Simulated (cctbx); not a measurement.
**Lattice, Laue class and space group of a new crystal**

Cell: a = 4.4180 Å, b = 11.4310 Å, c = 14.6590 Å, α = 90.00°, β = 90.00°, γ = 90.00°. Expected content of the cell: Tl8 Tm12 Ge12.

The data are simulated with cctbx, not measured: Mo Kα, λ = 0.71073 Å, to d = 0.8 Å, 95 % of the full sphere, strongest reflection 70000 counts, noise from counting, a 1.5 % proportional error and a noise floor of 4 counts (s.d.); no absorption.

A first pass over the reflections prints:

```text
5756 reflections to d = 0.800 A
centring   violations  <I/sigma> of those
    A       1217 of  2882     11.9
    B       1217 of  2883     11.8
    C          0 of  2893      0.0
    I       1159 of  2868     11.1
    R       1628 of  3858     11.9
    F       1217 of  4329      7.9
Laue class    unique    Rint  (classes that these axes allow; Friedel mates merged)
C 1 2/m 1         802   0.017
C 2/m 1 1         864   0.016
C m m m           473   0.018
space group    extra absences  I>4sigma  <I/sigma>
C 2 2 21               17          0      -0.2  acentric
C 2 2 2                 0          0         -  acentric
C m m 2                 0          0         -  acentric
C m c 21               76          0       0.0  acentric
C 2 m m                 0          0         -  acentric
C m 2 m                 0          0         -  acentric
C 2 c m                76          0       0.0  acentric
C m c m                76          0       0.0  centric
C m m m                 0          0         -  centric
Wilson B = 1.71 A^2   <|E^2-1|> = 0.901 (0.968 centric, 0.736 acentric)   E^2>4: 3.0 %
shell (A)         n   <I/sigma>
14.66 - 1.60     71     63.4
 1.60 - 1.27     62     65.5
 1.27 - 1.11     57     52.7
 1.11 - 1.01     58     53.9
 1.01 - 0.94     60     53.3
 0.94 - 0.88     46     50.3
 0.88 - 0.84     65     44.3
 0.84 - 0.80     54     35.7
```

Q: Read the symmetry from these tables.

The reflections that C centring forbids are absent (⟨I/σ⟩ near 0), so the lattice is C.

Rint stays low (0.016 to 0.018) up to C m m m, the highest class in these axes.

9 settings pass the absence test. The most absences obeyed, 76, belong to C m c 21, C 2 c m and C m c m, which absences can't tell apart.

⟨|E²−1|⟩ = 0.901 leans to a centrosymmetric structure. The Wilson B of 1.71 Å² means U ≈ 0.0217 Å².

The true group is Cmcm (no. 63), Laue class mmm, centrosymmetric. The tables only narrow the choice to the tied entries; cell content, site symmetry and trial solutions must settle it.

The model was made for the exercise: a known structure type with other elements put in, its volume estimated, not relaxed; displacement parameters are assumed.

[Logs are printed without paths, hosts, clocks, repeated set-up lines and the standing remarks that a program may print on its own settings, such as how far it seeks lower states.]
